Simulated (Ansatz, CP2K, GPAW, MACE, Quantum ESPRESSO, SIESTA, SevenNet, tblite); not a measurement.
# Twisted graphene bilayer, 46.83° (76 atoms) in SIESTA, part 2 of 2

How do the settings of SIESTA change the result for twisted graphene bilayer, 46.83° (76 atoms)? A plane-wave run serves as the yardstick.

Program: SIESTA 5.4.2; the method stands at each step. Banners, paths, timers and routine set-up lines are dropped from the logs unmarked, and long logs keep their key lines alone; longer cuts are marked. The potentials were converted by us to PSML.

So far. Step 3 (PBE, SZP, shift 0.01 Ry, mesh 300 Ry): Against the first run (12 %), the force difference from the reference is 24 %, at 0.66 times the CPU time (on 1 against 2 cores), with 684 basis functions against 988: the smaller basis costs accuracy. Step 4 (PBE, SZ, shift 0.01 Ry, mesh 300 Ry): Against the first run (12 %), the force difference from the reference is 38 %, at 0.21 times the CPU time (on 1 against 2 cores), with 304 basis functions against 988: the smaller basis costs accuracy.

### 5. PBE, DZ, shift 0.01 Ry, mesh 300 Ry

Method: Kohn-Sham DFT, PBE, PseudoDojo 0.4.1 norm-conserving pseudopotentials (converted to PSML), numerical atomic orbitals (DZ), diagonalisation.

input.fdf reads:

```
SystemLabel cell
NumberOfAtoms 76
NumberOfSpecies 1
%block ChemicalSpeciesLabel
  1 6 C
%endblock ChemicalSpeciesLabel
LatticeConstant 1.0 Ang
%block LatticeVectors
  10.72290 0.00000 0.00000
  -5.36145 9.28630 0.00000
  0.00000 0.00000 15.53000
%endblock LatticeVectors
PAO.BasisSize DZ
PAO.EnergyShift 0.01 Ry
XC.Functional GGA
XC.Authors PBE
MeshCutoff 300 Ry
%block kgrid_Monkhorst_Pack
  1 0 0 0.0
  0 1 0 0.0
  0 0 1 0.0
%endblock kgrid_Monkhorst_Pack
SolutionMethod diagon
OccupationFunction FD
ElectronicTemperature 580 K
SCF.Mixer.Method Pulay
SCF.Mixer.Weight 0.05
SCF.Mixer.History 8
SCF.Mix Hamiltonian
MaxSCFIterations 300
SCF.DM.Tolerance 1e-04
SCF.H.Tolerance 1.0e-3 eV
WriteForces T
Write.HirshfeldPop T
Write.VoronoiPop T
Write.DM F
Write.H F
XML.Write F
AtomicCoordinatesFormat Fractional
%block AtomicCoordinatesAndAtomicSpecies
[... 76 atom lines left out: the same atoms as in the first run ...]
%endblock AtomicCoordinatesAndAtomicSpecies
```

The run is started by

```console
OMP_NUM_THREADS=1 siesta < input.fdf > output.txt
```

Output:

```text
Version         : 5.4.2
reinit: System Name:
reinit: System Label: cell
initatom: Reading input for the pseudopotentials and atomic orbitals ----------
Species number:   1 Atomic number:    6 Label: C
Ground state valence configuration (from tables):   2s02  2p02  3d00  4f00
---- Processing specs for species: C
GGA--PBE XC_GGA_X_PBE--XC_GGA_C_PBE pb
C pseudopotential only contains V_ls up to l=1 -- lmxkb reset.
Using PAO.SplitTailNorm
%block ChemicalSpeciesLabel
    1    6 C                       # Species index, atomic number, species label
%endblock ChemicalSpeciesLabel
%block PAO.Basis                 # Define Basis set
C                     2                    # Species label, number of l-shells
 n=2   0   2                         # n, l, Nzeta
   4.484      3.048
[... lines left out ...]
Total number of electrons:   304.000000
[... lines left out ...]
stepf: Fermi-Dirac step function
        iscf     Eharris(eV)        E_KS(eV)     FreeEng(eV)     dDmax    Ef(eV) dHmax(eV)
[... lines left out ...]
SCF Convergence by DM+H criterion
[... lines left out ...]
SCF cycle converged after 12 iterations
[... lines left out ...]
   Max   14.129813
[... lines left out ...]
   Max   14.129813    constrained
Stress tensor Voigt[x,y,z,yz,xz,xy] (kbar):      -86.49     -110.02       -4.97        0.82       -1.79       -1.08
[... lines left out ...]
siesta: Ena     =      5640.293505
siesta: Ekin    =      8640.349105
siesta: Enl     =      -470.437432
siesta: DEna    =      -356.461634
siesta: DUscf   =        21.414429
siesta: Ex      =     -4056.125022
siesta: Ec      =      -387.400868
siesta: Exc     =     -4443.525890
siesta: Eharris =    -12412.658490
siesta: Etot    =    -12412.658490
siesta: FreeEng =    -12412.658490
siesta: Final energy (eV):
siesta:  Band Struct. =   -4109.856210
siesta:       Kinetic =    8640.349105
siesta:       Hartree =   42555.264393
siesta:         Exch. =   -4056.125022
siesta:         Corr. =    -387.400868
siesta:   Exch.-corr. =   -4443.525890
siesta:  Ion-electron =  -92998.213828
siesta:       Ion-ion =   33833.467730
siesta:         Total =  -12412.658490
siesta:         Fermi =      -3.650638
siesta: Stress tensor (static) (eV/Ang**3):
siesta:    -0.053981   -0.000674   -0.001115
siesta:    -0.000674   -0.068668    0.000512
siesta:    -0.001115    0.000512   -0.003102
siesta: Cell volume =       1546.416309 Ang**3
siesta: Pressure (static):
siesta:                Solid            Molecule  Units
siesta:           0.00045653          0.00063897  Ry/Bohr**3
siesta:           0.04191702          0.05866768  eV/Ang**3
siesta:          67.15847621         93.99599225  kBar
    Orbital volume contribution        =          19.399440 eV
    (Free)E + p_basis*V_orbitals       =      -12393.259050 eV
    (Free)Eharris+ p_basis*V_orbitals  =      -12393.259050 eV
siesta: Electric dipole (a.u.)  =    0.000000    0.000000   -0.005027
siesta: Electric dipole (Debye) =    0.000000    0.000000   -0.012778
Hirshfeld Atomic Populations:
Atom #   charge [q] valence [e]  Species
     1     0.001702    3.998298  C
     2    -0.009180    4.009180  C
     3     0.006616    3.993384  C
[...]
--------------------
 Total    -0.000005
Voronoi Atomic Populations:
Atom #   charge [q] valence [e]  Species
[...]
75    -0.001687    4.001687  C
    76     0.001146    3.998854  C
--------------------
 Total    -0.000006
```

Wall time 41 s (1 thread of Arm Neoverse V2, shared host); peak memory 0.55 GiB.

Against the reference:

- r.m.s. force component: 3.42 eV/Å
- r.m.s. difference of force components: 460.5 meV/Å
- longest difference of force vectors: 2021 meV/Å
- force difference over r.m.s. force: 15.44 %
- slope of forces against the reference's: 1.145
- correlation of force components: 0.999

This is a coarse setting, run to see what it loses.

Against the first run (12 %), the force difference from the reference is 15 %, at 0.32 times the CPU time (on 1 against 2 cores), with 608 basis functions against 988: the smaller basis costs accuracy.

### 6. VdW-DF, PBE potentials, DZP, shift 0.01 Ry, mesh 300 Ry

Method: Kohn-Sham DFT, vdW-DF, PseudoDojo 0.4.1 norm-conserving pseudopotentials (converted to PSML), numerical atomic orbitals (DZP), diagonalisation.

input.fdf, as its differences from that of step 5:

```diff
@@ -12,6 +12,6 @@
 %endblock LatticeVectors
-PAO.BasisSize DZ
+PAO.BasisSize DZP
 PAO.EnergyShift 0.01 Ry
-XC.Functional GGA
-XC.Authors PBE
+XC.Functional VDW
+XC.Authors DRSLL
 MeshCutoff 300 Ry
```

The run is started by

```console
OMP_NUM_THREADS=1 mpirun -np 2 siesta < input.fdf > output.txt
```

Output:

```text
Version         : 5.4.2
reinit: System Name:
reinit: System Label: cell
initatom: Reading input for the pseudopotentials and atomic orbitals ----------
Species number:   1 Atomic number:    6 Label: C
Ground state valence configuration (from tables):   2s02  2p02  3d00  4f00
---- Processing specs for species: C
GGA--PBE XC_GGA_X_PBE--XC_GGA_C_PBE pb
C pseudopotential only contains V_ls up to l=1 -- lmxkb reset.
Using PAO.SplitTailNorm
%block ChemicalSpeciesLabel
    1    6 C                       # Species index, atomic number, species label
[... lines left out ...]
stepf: Fermi-Dirac step function
        iscf     Eharris(eV)        E_KS(eV)     FreeEng(eV)     dDmax    Ef(eV) dHmax(eV)
[... lines left out ...]
SCF Convergence by DM+H criterion
[... lines left out ...]
SCF cycle converged after 14 iterations
[... lines left out ...]
   Max   13.652279
[... lines left out ...]
   Max   13.652279    constrained
Stress tensor Voigt[x,y,z,yz,xz,xy] (kbar):     -111.60     -133.23       -0.50        0.81       -1.69       -0.94
[... lines left out ...]
siesta: FreeEng =    -12518.996577
[... lines left out ...]
siesta:         Corr. =    -472.792512
siesta:   Exch.-corr. =   -4543.816839
siesta:  Ion-electron =  -93024.218709
siesta:       Ion-ion =   33824.524437
siesta:         Total =  -12518.996577
siesta:         Fermi =      -4.113113
siesta: Stress tensor (static) (eV/Ang**3):
siesta:    -0.069656   -0.000588   -0.001055
siesta:    -0.000588   -0.083154    0.000507
siesta:    -0.001055    0.000507   -0.000314
siesta: Cell volume =       1546.416309 Ang**3
siesta: Pressure (static):
siesta:                Solid            Molecule  Units
siesta:           0.00055591          0.00074098  Ry/Bohr**3
siesta:           0.05104152          0.06803371  eV/Ang**3
siesta:          81.77752852        109.00202168  kBar
    Orbital volume contribution        =          29.218429 eV
    (Free)E + p_basis*V_orbitals       =      -12489.778148 eV
    (Free)Eharris+ p_basis*V_orbitals  =      -12489.778149 eV
siesta: Electric dipole (a.u.)  =    0.000000    0.000000   -0.004382
siesta: Electric dipole (Debye) =    0.000000    0.000000   -0.011138
Hirshfeld Atomic Populations:
Atom #   charge [q] valence [e]  Species
     1     0.003291    3.996709  C
     2    -0.009706    4.009706  C
     3     0.006180    3.993820  C
[...]
--------------------
 Total    -0.000033
Voronoi Atomic Populations:
Atom #   charge [q] valence [e]  Species
[...]
75    -0.002490    4.002490  C
    76     0.001630    3.998370  C
--------------------
 Total    -0.000033
```

The job ended after 3.1 min (2 MPI ranks; peak memory 1.6 GiB).

Against the reference:

- r.m.s. force component: 3.289 eV/Å
- r.m.s. difference of force components: 343.8 meV/Å
- longest difference of force vectors: 1538 meV/Å
- force difference over r.m.s. force: 11.53 %
- slope of forces against the reference's: 1.101
- correlation of force components: 0.9988

Against the first run (12 %), the force difference from the reference is 12 %, at 2.9 times the CPU time; the model has changed, so this is no error of the program alone.

### 7. The ladder

Differences are against the plane-wave reference, forces as r.m.s. over components; share is that over the reference's r.m.s. force, slope the least-squares factor from reference forces to these. Total energies of different programs have different zeros and aren't compared.

| run | Δ force, r.m.s. (meV/Å) | share (%) | slope | cores | CPU time | memory (GiB) |
| --- | --- | --- | --- | --- | --- | --- |
| reference | - | - | - | 4 | 6.5 min | 3.3 |
| SIESTA PBE, DZP, shift 0.01 Ry, mesh 300 Ry | 359 | 12.0 | 1.106 | 2 | 2.1 min | 1.1 |
| SIESTA PBE, SZP, shift 0.01 Ry, mesh 300 Ry (coarse) | 723 | 24.2 | 1.196 | 1 | 84 s | 0.74 |
| SIESTA PBE, SZ, shift 0.01 Ry, mesh 300 Ry (coarse) | 1135 | 38.1 | 1.328 | 1 | 26 s | 0.47 |
| SIESTA PBE, DZ, shift 0.01 Ry, mesh 300 Ry (coarse) | 460 | 15.4 | 1.145 | 1 | 41 s | 0.55 |
| SIESTA vdW-DF, PBE potentials, DZP, shift 0.01 Ry, mesh 300 Ry | 344 | 11.5 | 1.101 | 2 | 6.1 min | 1.6 |

Rows marked coarse were listed beforehand as settings not expected to be converged; some can still land near the reference.

CPU time is summed over cores on a shared host, where runs went side by side, so it is rough. Symmetry, cutoffs, thresholds, outputs and thread counts weren't matched or tuned between programs; memory under MPI is the largest rank's times the ranks.

### 8. What came out

```yaml
nearest_in_forces: a tie at 12 % of 2 runs: SIESTA PBE, DZP, shift 0.01 Ry, mesh 300 Ry; SIESTA vdW-DF, PBE potentials, DZP, shift 0.01 Ry, mesh 300 Ry
```

In words: The PBE run in local orbitals, coarse settings apart, differs by 12 % (SIESTA PBE, DZP, shift 0.01 Ry, mesh 300 Ry); basis, grid and potentials can all enter. Rows with another functional or a dispersion term differ by 12 % (SIESTA vdW-DF, PBE potentials, DZP, shift 0.01 Ry, mesh 300 Ry), which mixes the change of model with differences of basis and potentials, some of them made for another functional. Runs with settings chosen to be coarse differ by 15 % (SIESTA PBE, DZ, shift 0.01 Ry, mesh 300 Ry) to 38 % (SIESTA PBE, SZ, shift 0.01 Ry, mesh 300 Ry), their programs' other errors included. Of the electronic-structure runs that take under half the reference's CPU time, SIESTA PBE, DZP, shift 0.01 Ry, mesh 300 Ry comes nearest, at 12 % in 2.1 min against 6.5 min. SIESTA PBE, SZ, shift 0.01 Ry, mesh 300 Ry stiffens the forces by a factor of 1.33 while following their directions (correlation 0.990); the slopes of the 5 SIESTA runs lie between 1.10 and 1.33. The reference's PBE has no dispersion term, which matters for the binding between molecules or layers. One k-point is far too coarse for the carbon or group-IV sheet, and it can put spurious forces of up to about 1 eV/Å on the sheet's atoms. The electronic-structure runs sample only Γ, in a cell whose shortest periodic width is 9 Å.

[Also dropped from logs without a mark: logging warnings of Python, and SIESTA's first energy breakdown and zero terms.]

[Logs are printed without paths, hosts, clocks, repeated set-up lines and the standing remarks that a program may print on its own settings, such as how far it seeks lower states.]

[Hosts, paths, dates, database ids (printed as entryN), source tags and the programs' standing remarks are cut or masked in the printed files.]
